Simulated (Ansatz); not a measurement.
Consider CsCrCl3 (cubic perovskite) (Pm-3m).

The structure was built from a prototype and need not be the compound's stable phase.

```yaml
crystal:
  lattice:
    - [0.00000, -4.71678, 0.00000]
    - [0.00000, 0.00000, 4.71678]
    - [-4.71678, 0.00000, 0.00000]
  atoms:
    - { symbol: Cs, position: [0.00000, 0.00000, 0.00000] }
    - { symbol: Cr, position: [0.50000, 0.50000, 0.50000] }
    - { symbol: Cl, position: [0.50000, 0.50000, 0.00000] }
    - { symbol: Cl, position: [0.50000, 0.00000, 0.50000] }
    - { symbol: Cl, position: [0.00000, 0.50000, 0.50000] }
```

The structure was relaxed with LDA. The structure type comes from a generator and need not be one that this composition takes. The structure was generated from a model, not taken from a measurement. The runs that relaxed it are not among those shown. The program's search for lower electronic states was switched off, so nothing shows that the state found is the lowest. Spin-orbit coupling is left out unless a run names it. PAW set soft_2, made with PBE.

A constrained-RPA run (Ansatz 0.2.0; non-magnetic LDA; Cr d + anion p, bands v11 to c3, 4×4×4 mesh, medium accuracy) builds 14 functions on bands 11 eV wide, with 22.0 electrons in the window. The bare on-site interaction is 19.0 eV and the bare J 0.64 eV.

Question: What U and J survive the screening?

On the Cr d shell, U = 6.73 eV (35 % of the bare value), U′ = 5.68 eV, J = 0.52 eV.

The parent state is non-magnetic and the interaction static (zero frequency); U depends on the window and the orbitals, so it belongs to this model alone. A window that holds the anion p bands defines a model with explicit ligands; its U belongs to that model and is not the U of DFT+U.

[Paths, hosts, dates, memory and timing lines, banners, echoed tables and standing remarks are left out of the program output.]

[Logs are printed without paths, hosts, clocks, repeated set-up lines and the standing remarks that a program may print on its own settings, such as how far it seeks lower states.]

[Runs of the session that timed out or met a known fault of the program may be left out.]

[Hosts, paths, dates, database ids (printed as entryN), source tags and the programs' standing remarks are cut or masked in the printed files.]
